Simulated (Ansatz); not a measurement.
## WS2 (Tungstenite): converging the G0W0 gap

Wanted: a G0W0 gap for WS2 (Tungstenite) that is converged in bands and cutoff, or an estimate of the limit.

Method: G0W0 on PBE, plane waves, PAW, in Ansatz 0.2.0.

The database entry behind the starting cell differs from later determinations by our own check (an axis about 1.4 % long against later determinations), so it need not match the best structure at ambient conditions.

### 1. The structure

The structure is hexagonal, space group P6_3/mmc (No. 194). Conventional cell: a = 3.180 Å, b = 3.180 Å, c = 12.500 Å, α = 90.00°, β = 90.00°, γ = 120.00°. Nearest to W lie 6 S at 2.41 Å. Nearest to S lie 3 W at 2.41 Å. Farther neighbours and most contacts between anions are not listed.

The cell and positions come from the Crystallography Open Database and are kept as given unless a step says otherwise. Spin-orbit coupling is left out unless a step names it.

### 2. 326 empty bands, screening to 120 eV

Now the one-shot GW correction: screening in the RPA, then the self-energy of the levels asked for. This step takes hard PAW files.

Contents of input.yaml:

```yaml
crystal:
  lattice:
    - [3.18, 0.0, 0.0]
    - [-1.59, 2.753960784, 0.0]
    - [0.0, 0.0, 12.5]
  atoms:
    - { symbol: W, position: [0.3333333333, 0.6666666667, 0.25] }
    - { symbol: W, position: [0.6666666667, 0.3333333333, 0.75] }
    - { symbol: S, position: [0.3333333333, 0.6666666667, 0.625] }
    - { symbol: S, position: [0.6666666667, 0.3333333333, 0.125] }
    - { symbol: S, position: [0.3333333333, 0.6666666667, 0.875] }
    - { symbol: S, position: [0.6666666667, 0.3333333333, 0.375] }
kpoints:
  mp_grid: { grid: [9, 9, 2] }
hamiltonian:
  xc: pbe
  pseudopotentials: { kind: paw, source: ansatz }
scf:
  occupations: { method: fixed }
gw:
  n_empty_bands: 326
  ecut_chi: 120
  qp_bands: [v2, c2]
  qp_kpoints: band_edges
  screening: { model: contour_deformation }
```

The run is started by

```bash
$ ansatz run input.yaml --threads 3 --pin off --max-ram 64512MiB --backend cuda --events-out ev --progress --plain --runs-dir out --devices 1 --max-vram 24GiB  # rebuilt from the run's record
```

Numbers of over 12 decimals in the logs are rounded to 6 here.

Log:

```text
GPUs: using 1 of 1 available (devices: 1).
Engine: ansatz 0.2.0, x86_64-unknown-linux-gnu
Pseudopotentials: kind: paw
Pseudopotential: W, paw, valence charge 28, recommended cutoff 760 eV (normal), W.paw.azcp
Pseudopotential: S, paw, valence charge 6, recommended cutoff 510 eV (normal), S.paw.azcp
Functional definition: PBE
  parameter kappa = 0.804
  parameter beta = 0.066725
  exchange = pbe_x(kappa = kappa, mu = beta*pi^2/3)
  correlation = pbe_c(beta = beta)
device memory: the entry about to start is reckoned to put 3.4 GiB on a device that reports 71.7 GiB free (of which the cap on the GPU budget leaves the run 24.0 GiB)
GPU FFT provider: cuFFT
GPU libraries: cuBLAS 13.8.2, cuFFT 12.4.0, cuSOLVER 12.3.4
Crystal: 6 atoms, lattice volume = 109.470 Å³
Basis set: ecut = 760 eV, 5163 PW (Γ)
Bands: 48, of which v1, the nominal top of the filled ones, is band 40 counted from 1 (39 counted from 0)
Symmetry: 24 space group operations
Space group: P63/mmc (ITA 194), of the structure as read, at distance tolerance 4.8e-5 Å
k-points: 24 of 162
Non-local potential: W, projectors of the file, l = 0: 3, l = 1: 3, l = 2: 2, l = 3: 3
Non-local potential: S, projectors of the file, l = 0: 2, l = 1: 2, l = 2: 2
PAW form: soft (Blöchl's): semilocal exchange-correlation on the pseudo side does not see the compensation charge
PAW one-centre angular grid: W, 590 points (default); XC on 64 Gauss nodes
PAW one-centre angular grid: S, 110 points (default); XC on 64 Gauss nodes
Initial density: superposition of atomic densities (chi_scale 0.1, normalization cell, long waves kept (reshape's long-wave potential 0.04 eV rms))
Initial wavefunctions: pseudopotential atomic-orbital guess
GPU buffer pool allocated for 131072 grid points (all kernels)
GPU transforms: local potential and band sums: pruned to the plane-wave sphere, on 30×30×120
Functional: x = pbe(κ = 0.804, μ = 0.219515), c = pbe(β = 0.066725)
SCF iter   1: F=—  HF=-39376.195079 eV  |F-HF|=—  |Δ(HF+E_count)|=         —  Δρ=4.05e-2  dr2=3.24e0  ethr=3.10e-3  ⟨swp⟩=5.2  Hψ=4385  notcnv=0  defer=47
preconditioner: auto → Resta (q_TF=auto, 2.589 Å⁻¹)  ε∞=3.3  [insulator: Δε(μ)=0.772 eV  Ē_g=18.706 eV  n_scr=40 (ndim 8)  ℏωp=28.4 eV  f_vac=0.033  ε∞_Penn≈3.3]
SCF iter   2: F=—  HF=-39375.509690 eV  |F-HF|=—  |Δ(HF+E_count)|=   6.85e-1  Δρ=2.31e-2  dr2=5.56e-1  ethr=3.10e-3  ⟨swp⟩=2.8  Hψ=1694  notcnv=0  defer=115
SCF iter   3: F=—  HF=-39375.410982 eV  |F-HF|=—  |Δ(HF+E_count)|=   9.87e-2  Δρ=9.68e-3  dr2=2.29e-1  ethr=6.95e-4  ⟨swp⟩=3.3  Hψ=1731  notcnv=0  defer=137
SCF iter   4: F=—  HF=-39375.380968 eV  |F-HF|=—  |Δ(HF+E_count)|=   3.00e-2  Δρ=3.48e-3  dr2=1.29e-2  ethr=2.87e-4  ⟨swp⟩=3.8  Hψ=1839  notcnv=0  defer=140
SCF iter   5: F=—  HF=-39375.381699 eV  |F-HF|=—  |Δ(HF+E_count)|=   7.32e-4  Δρ=1.22e-3  dr2=1.38e-3  ethr=1.61e-5  ⟨swp⟩=3.2  Hψ=2029  notcnv=0  defer=142
SCF iter   6: F=—  HF=-39375.381753 eV  |F-HF|=—  |Δ(HF+E_count)|=   5.32e-5  Δρ=3.93e-4  dr2=2.01e-4  ethr=1.72e-6  ⟨swp⟩=2.0  Hψ=1970  notcnv=0  defer=142
SCF iter   7: F=—  HF=-39375.381998 eV  |F-HF|=—  |Δ(HF+E_count)|=   2.46e-4  Δρ=1.46e-4  dr2=3.96e-5  ethr=2.51e-7  ⟨swp⟩=2.0  Hψ=1941  notcnv=0  defer=142
SCF iter   8: F=—  HF=-39375.382003 eV  |F-HF|=—  |Δ(HF+E_count)|=   5.11e-6  Δρ=3.21e-5  dr2=1.22e-6  ethr=4.95e-8  ⟨swp⟩=3.0  Hψ=1962  notcnv=0  defer=131
SCF iter   9: F=-39375.382005 eV  HF=-39375.382005 eV  |F-HF|=1.30e-8  |Δ(HF+E_count)|=   1.41e-6  Δρ=6.70e-6  dr2=6.59e-8  ethr=1.25e-10  ⟨swp⟩=7.6  Hψ=6056  notcnv=0
SCF 1 converged in 9 iterations: F = -39375.382005 eV  dr2 = 6.59e-8
  greatest PAW one-centre occupation: 0.998 electrons in one spin orbital (limit 2), on the W atom at site 1 (counted from 0), in its partial waves of l = 3
device memory: the entry about to start is reckoned to put 3.4 GiB (of the 3.8 GiB reckoned in all, the device holds 0.4 GiB already) on a device that reports 69.6 GiB free (of which the cap on the GPU budget leaves the run 23.6 GiB)
NSCF: frozen V_eff on 24 k-points, pencils in batches of 32, up to order 192
the band table was solved once the SCF had ended and its energy, with any forces and stress, was formed, with the checks that follow a solve (5078 applications of the Hamiltonian). They found nothing against the state; the energy, forces and stress were not computed again (output.eigenvalues in the input reference)
device memory: the entry about to start is reckoned to put 5.5 GiB on a device that reports 70.0 GiB free (of which the cap on the GPU budget leaves the run 24.0 GiB)
NSCF: frozen V_eff on 24 k-points
G₀W₀ screening: q 1/24
[... further progress lines ...]
device memory: the entry about to start is reckoned to put 1.2 GiB on a device that reports 68.5 GiB free (of which the cap on the GPU budget leaves the run 24.0 GiB)
NSCF: frozen V_eff on 1 k-points
device memory: the entry about to start is reckoned to put 1.2 GiB on a device that reports 68.5 GiB free (of which the cap on the GPU budget leaves the run 24.0 GiB)
NSCF: frozen V_eff on 1 k-points
SCF converged after 9 iterations
Free energy (F): -39375.382005 eV
Harris-Foulkes:  -39375.382005 eV  (|F-HF|=1.30e-8)
Internal energy: -39375.382005 eV  (E = F + TS)
E sigma→0 (E₀):  -39375.382005 eV
Fermi energy:    12.770317 eV
--- Per-component energies (eV) ---
  E_band       = -767.433874
  E_kinetic    = 1974.491836
  E_local      = -28334.380934  (includes V_loc(G=0)·N_el)
  E_nonlocal   = 3548.099254
  E_hartree    = 10459.645880
  E_xc         = -865.435691
  E_vxc        = -974.183461  (∫ρ·V_xc dr)
  E_paw        = -17507.257662  (= ΣΔE_a)
  E_vpaw       = 2099.280827  (= ΣTr[D̂ρ^β])
  E_aug_tail   = -0.000079  (compensation charges beyond the density's cutoff)
  E_ewald      = -8650.544608
  E_smearing   = -0.000000  (= −TS)
  E_closure    = 0.000000  (closes the sum)
  Σ components = -39375.382005   (vs F -39375.382005, Δ=0.00e0)
--- Band table (eV; the first three rows and the last of 24) ---
[... rows of the band table ...]
--- G₀W₀: contour deformation, 7 samples at zero and on the imaginary axis and 2 off it, 162 q-points, 326 empty bands' worth ---
  eigenvalues of the whole cell's RPA ε∞ on this k-mesh (on a slab, of 1 + 4πα/V) = 5.3945, 13.3515, 13.3515; static W/v taken at q = 0 is 0.095863
  bands read: the sum over 366 bands ends inside a degenerate multiplet in 1 slot, whose members it reads at an even weight; the widest, k=1: bands 365 to 368 (counted from 1) at 2/4 each
  gw.qp_kpoints: band_edges: 15 of 24 stored k-points solved, in 1 pass; an edge of the gap read off the rows below is read off those points alone
    valence top: of the k-points left out ik 11 came nearest to being solved in a further pass, in band 40 (counted from 1, as in the quasiparticle table): it holds the edge there only if its correction is more favourable than any solved in that band by at least 1.031 eV; those differ by 0.086 eV
    conduction bottom: of the k-points left out ik 11 came nearest to being solved in a further pass, in band 41 (counted from 1, as in the quasiparticle table): it holds the edge there only if its correction is more favourable than any solved in that band by at least 0.513 eV; those differ by 0.158 eV
    ik  band        ε_KS         Σx   Σc(E_QP)       V_xc       Z   E_QP_lin       E_QP  E_QP is
     0    39     11.6787   -18.1774     0.9821   -16.9517  0.7511    11.4343    11.4352  root
     0    40     12.7703   -19.4034     0.4858   -18.7599  0.7557    12.6124    12.6127  root
     0    41     15.0160   -13.7566    -4.2379   -18.3754  0.7572    15.3993    15.3969  root
     0    42     15.0160   -13.7566    -4.2379   -18.3754  0.7572    15.3993    15.3969  root
     1    39     12.4666   -19.1104     0.7401   -18.1696  0.7559    12.2655    12.2659  root
     1    40     12.4666   -19.1104     0.7401   -18.1696  0.7559    12.2655    12.2659  root
     1    41     15.0128   -13.7109    -4.2266   -18.3131  0.7569    15.3908    15.3884  root
     1    42     15.0128   -13.7109    -4.2266   -18.3131  0.7569    15.3908    15.3884  root
     2    39     11.6731   -18.4776     1.0030   -17.2427  0.7508    11.4404    11.4412  root
     2    40     12.3902   -19.2753     0.6827   -18.4178  0.7550    12.2151    12.2154  root
     2    41     14.7155   -13.5608    -4.0182   -17.8560  0.7523    14.9937    14.9925  root
     2    42     14.8727   -13.6884    -4.2886   -18.3497  0.7620    15.2476    15.2454  root
     3    39     12.2230   -19.1719     0.8696   -18.0965  0.7547    12.0167    12.0172  root
     3    40     12.2230   -19.1719     0.8696   -18.0965  0.7547    12.0167    12.0172  root
     3    41     14.8193   -13.6855    -4.1285   -18.1295  0.7545    15.1365    15.1348  root
     3    42     14.8193   -13.6855    -4.1285   -18.1295  0.7545    15.1365    15.1348  root
     4    39     11.3847   -18.9288     1.1810   -17.5280  0.7479    11.1641    11.1649  root
     4    40     11.4997   -19.0180     1.1241   -17.6775  0.7496    11.2825    11.2832  root
     4    41     14.1574   -13.0764    -3.9019   -17.2123  0.7622    14.3921    14.3914  root
     4    42     14.6378   -14.3409    -4.0185   -18.6712  0.7505    14.9512    14.9496  root
    10    39     11.5432   -18.9937     1.1118   -17.6646  0.7489    11.3251    11.3259  root
    10    40     11.7688   -19.1740     0.9883   -17.9855  0.7516    11.5680    11.5686  root
    10    41     14.1469   -13.1225    -3.8011   -17.1593  0.7619    14.3833    14.3826  root
    10    42     14.7067   -14.0111    -4.0712   -18.3862  0.7512    15.0122    15.0107  root
[...]
22    39     12.0361   -18.6134     0.4996   -17.9260  0.7594    11.8480    11.8483  root
    22    40     12.2034   -19.0503     0.4289   -18.4598  0.7590    12.0416    12.0419  root
    22    41     13.9422   -15.8327    -3.7005   -19.8315  0.7580    14.2416    14.2405  root
    22    42     13.9422   -15.8327    -3.7005   -19.8315  0.7580    14.2416    14.2405  root
    23    39     12.1120   -18.7877     0.4618   -18.1502  0.7593    11.9359    11.9362  root
    23    40     12.1120   -18.7877     0.4618   -18.1502  0.7593    11.9359    11.9362  root
    23    41     13.9425   -15.8392    -3.7005   -19.8381  0.7580    14.2420    14.2409  root
    23    42     13.9425   -15.8392    -3.7005   -19.8381  0.7580    14.2420    14.2409  root
```

Wall time 80 s (1 × NVIDIA H100 80GB HBM3 (shared by 3 runs) with 3 threads of AMD EPYC 7R13 (Zen 3), shared host); peak memory 2.5 GiB.

This step gave:

- bands summed: 366
- RPA ε∞ on this mesh (eigenvalues): 5.395, 13.35, 13.35
- plane waves in the screening matrix: 317
- q-points in the mesh: 162
- G0W0 gap on the mesh: 1.531 eV
- k of the valence top: 0, 0, 0
- k of the conduction bottom: 0.1111, 0.2222, 0
- starting gap on the mesh: 1.144 eV
- Z at the valence top: 0.7557
- Z at the conduction bottom: 0.7652
- least direct G0W0 gap on the computed points: 2.199 eV

The gap on the mesh goes from 1.14 eV to 1.53 eV, a correction of +0.39 eV. Between the two edge states, bare exchange in place of the xc potential would open the gap by 4.65 eV, and correlation takes back 4.26 eV.

### 3. 703 empty bands, screening to 200 eV

Another rung: the empty bands reach about as high as the screening cutoff, so the two stay in balance.

input.yaml, as its differences from that of step 2:

```diff
@@ -20,4 +20,4 @@
 gw:
-  n_empty_bands: 326
-  ecut_chi: 120
+  n_empty_bands: 703
+  ecut_chi: 200
   qp_bands: [v2, c2]
```

Log:

```text
GPUs: using 1 of 1 available (devices: 1).
[...]
GPU FFT provider: cuFFT
GPU libraries: cuBLAS 13.8.2, cuFFT 12.4.0, cuSOLVER 12.3.4
Crystal: 6 atoms, lattice volume = 109.470 Å³
Basis set: ecut = 760 eV, 5163 PW (Γ)
Bands: 48, of which v1, the nominal top of the filled ones, is band 40 counted from 1 (39 counted from 0)
Symmetry: 24 space group operations
[...]
k-points: 24 of 162
[...]
GPU buffer pool allocated for 131072 grid points (all kernels)
[...]
SCF iter   1: F=—  HF=-39376.195079 eV  |F-HF|=—  |Δ(HF+E_count)|=         —  Δρ=4.05e-2  dr2=3.24e0  ethr=3.10e-3  ⟨swp⟩=5.2  Hψ=4385  notcnv=0  defer=47
[...]
SCF iter   9: F=-39375.382005 eV  HF=-39375.382005 eV  |F-HF|=1.30e-8  |Δ(HF+E_count)|=   1.41e-6  Δρ=6.70e-6  dr2=6.59e-8  ethr=1.25e-10  ⟨swp⟩=7.6  Hψ=6056  notcnv=0
SCF 1 converged in 9 iterations: F = -39375.382005 eV  dr2 = 6.59e-8
[...]
NSCF: frozen V_eff on 24 k-points, pencils in batches of 32, up to order 192
[...]
NSCF: frozen V_eff on 24 k-points
G₀W₀ screening: q 1/24
[... further progress lines ...]
[...]
SCF converged after 9 iterations
Free energy (F): -39375.382005 eV
[...]
Internal energy: -39375.382005 eV  (E = F + TS)
E sigma→0 (E₀):  -39375.382005 eV
Fermi energy:    12.770317 eV
[...]
--- Band table (eV; the first three rows and the last of 24) ---
[... rows of the band table ...]
[...]
0    39     11.6787   -18.1774     0.7919   -16.9517  0.7489    11.2419    11.2450  root
     0    40     12.7703   -19.4034     0.2544   -18.7599  0.7531    12.3798    12.3812  root
     0    41     15.0160   -13.7566    -4.4547   -18.3754  0.7560    15.1805    15.1801  root
     0    42     15.0160   -13.7566    -4.4547   -18.3754  0.7560    15.1805    15.1801  root
     1    39     12.4666   -19.1104     0.5189   -18.1696  0.7536    12.0429    12.0448  root
     1    40     12.4666   -19.1104     0.5189   -18.1696  0.7536    12.0429    12.0448  root
     1    41     15.0128   -13.7109    -4.4429   -18.3131  0.7557    15.1725    15.1721  root
     1    42     15.0128   -13.7109    -4.4429   -18.3131  0.7557    15.1725    15.1721  root
[...]
23    39     12.1120   -18.7877     0.2484   -18.1502  0.7574    11.7213    11.7229  root
    23    40     12.1120   -18.7877     0.2484   -18.1502  0.7574    11.7213    11.7229  root
    23    41     13.9425   -15.8392    -3.9333   -19.8381  0.7548    14.0082    14.0081  root
    23    42     13.9425   -15.8392    -3.9333   -19.8381  0.7548    14.0082    14.0081  root
```

The job ended after 3.8 min (1 × NVIDIA H100 80GB HBM3 (shared by 3 runs) with 3 threads; peak memory 5.1 GiB).

This step gave:

```yaml
bands_summed: 743
rpa_eps_infinity_on_this_mesh_eigenvalues: 5.390, 13.27, 13.27
plane_waves_in_the_screening_matrix: 713
q_points_in_the_mesh: 162
g0w0_gap_on_the_mesh: 1.564 eV
k_of_the_valence_top: 0, 0, 0
k_of_the_conduction_bottom: 0.1111, 0.2222, 0
starting_gap_on_the_mesh: 1.144 eV
z_at_the_valence_top: 0.7531
z_at_the_conduction_bottom: 0.7632
least_direct_g0w0_gap_on_the_computed_points: 2.186 eV
```

Against the run with 9×9×2 mesh, 326 empty bands, screening to 120 eV, hard PAW files, the gap moves by +0.03 eV.

### 4. Changing the k mesh: 12×12×2 mesh, 326 empty bands, screening to 120 eV, hard PAW files

Only the mesh changes. It samples the long-range screening, which converges on its own terms. Bands and cutoff differ from the step before, so it is read against an earlier run that matches them.

input.yaml, as its differences from that of step 3:

```diff
@@ -13,3 +13,3 @@
 kpoints:
-  mp_grid: { grid: [9, 9, 2] }
+  mp_grid: { grid: [12, 12, 2] }
 hamiltonian:
@@ -20,4 +20,4 @@
 gw:
-  n_empty_bands: 703
-  ecut_chi: 200
+  n_empty_bands: 326
+  ecut_chi: 120
   qp_bands: [v2, c2]
```

Log:

```text
GPUs: using 1 of 1 available (devices: 1).
[...]
GPU FFT provider: cuFFT
GPU libraries: cuBLAS 13.8.2, cuFFT 12.4.0, cuSOLVER 12.3.4
Crystal: 6 atoms, lattice volume = 109.470 Å³
Basis set: ecut = 760 eV, 5163 PW (Γ)
Bands: 48, of which v1, the nominal top of the filled ones, is band 40 counted from 1 (39 counted from 0)
Symmetry: 24 space group operations
[...]
k-points: 38 of 288
[...]
1    42     15.0128   -13.7181    -4.2200   -18.3131  0.7571    15.3902    15.3879  root
[...]
37    39     12.1119   -18.7540     0.4314   -18.1502  0.7598    11.9392    11.9395  root
    37    40     12.1119   -18.7540     0.4314   -18.1502  0.7598    11.9392    11.9395  root
    37    41     13.9426   -15.8740    -3.6678   -19.8381  0.7585    14.2400    14.2389  root
    37    42     13.9426   -15.8740    -3.6678   -19.8381  0.7585    14.2400    14.2389  root
[key lines of the parts left out:]
SCF converged after 9 iterations
Free energy (F): -39375.382340 eV
Fermi energy:    12.770375 eV
```

The job ended after 3.9 min (1 × NVIDIA H100 80GB HBM3 (shared by 3 runs) with 3 threads; peak memory 3.4 GiB; 6.8 min of CPU time).

This step gave:

| Quantity | Value |
| --- | --- |
| bands summed | 366 |
| RPA ε∞ on this mesh (eigenvalues) | 5.394, 13.22, 13.22 |
| plane waves in the screening matrix | 317 |
| G0W0 gap on the mesh | 1.423 eV |
| k of the valence top | 0, 0, 0 |
| k of the conduction bottom | 0.1667, 0.1667, 0 |
| starting gap on the mesh | 1.047 eV |
| least direct G0W0 gap on the computed points | 2.193 eV |

Against the run with 9×9×2 mesh, 326 empty bands, screening to 120 eV, hard PAW files, the gap moves by −0.11 eV, while the start moved by −0.10 eV. A band edge is found at another k point on this mesh.

### 5. The runs together

Times are wall times on 1 × NVIDIA H100 80GB HBM3 (shared by 3 runs) with 3 threads of AMD EPYC 7R13 (Zen 3), shared host, good to a factor of about two.

| mesh | files | frequency | bands summed | cutoff (eV) | start (eV) | G0W0 (eV) | time | host memory (GiB) |
| --- | --- | --- | --- | --- | --- | --- | --- | --- |
| 9×9×2 | hard PAW | contour deformation | 366 | 120 | 1.144 | 1.531 | 80 s | 2.5 |
| 9×9×2 | hard PAW | contour deformation | 743 | 200 | 1.144 | 1.564 | 3.8 min | 5.1 |
| 12×12×2 | hard PAW | contour deformation | 366 | 120 | 1.047 | 1.423 | 3.9 min | 3.4 |

How the two edges are built up, in eV (the quasiparticle level is the starting level plus Σx plus Σc less Vxc):

| run | edge | start | Σx | Σc | Vxc | Z | QP |
| --- | --- | --- | --- | --- | --- | --- | --- |
| 366 bands | valence top | 12.77 | -19.40 | 0.49 | -18.76 | 0.76 | 12.61 |
| 366 bands | conduction bottom | 13.91 | -13.13 | -3.78 | -17.13 | 0.77 | 14.14 |
| 743 bands | valence top | 12.77 | -19.40 | 0.25 | -18.76 | 0.75 | 12.38 |
| 743 bands | conduction bottom | 13.91 | -13.13 | -3.97 | -17.13 | 0.76 | 13.95 |

### 6. What came out

```
366 bands, 120 eV                   : 1.531 eV
743 bands, 200 eV                   : 1.564 eV
estimated limit in bands and cutoff : 1.60 eV
mesh and start                      : 9×9×2, PBE
```

What this shows: A line in one over the bands through the two rungs gives 1.60 eV, +0.03 eV from the top rung; with two points alone it is an unchecked estimate. The rungs stand 0.07 eV (366 bands) and 0.03 eV (743 bands) from it. From 366 to 743 bands the gap moves by +0.03 eV while the time grows 2.8-fold. Σc changes by −0.23 eV at the valence top and −0.20 eV at the conduction bottom, so the levels themselves move more than the gap between them. On the 12×12×2 mesh in place of 9×9×2 the gap differs by −0.11 eV, of which −0.10 eV is already in the start. The 9×9×2 mesh misses a band edge: on 12×12×2 the PBE gap is 1.05 eV, so these values are not the fundamental gap, which lies some 0.10 eV lower. The many-body steps are scalar-relativistic: spin-orbit coupling is not in them.

[Paths, hosts, dates, memory and timing lines, banners, echoed tables and standing remarks are left out of the program output.]

[Logs are printed without paths, hosts, clocks, repeated set-up lines and the standing remarks that a program may print on its own settings, such as how far it seeks lower states.]

[Runs of the session that timed out or met a known fault of the program may be left out.]

[Cells called generated may have been cut or substituted from an entry of the Crystallography Open Database or the Materials Project.]

[Hosts, paths, dates, database ids (printed as entryN), source tags and the programs' standing remarks are cut or masked in the printed files.]
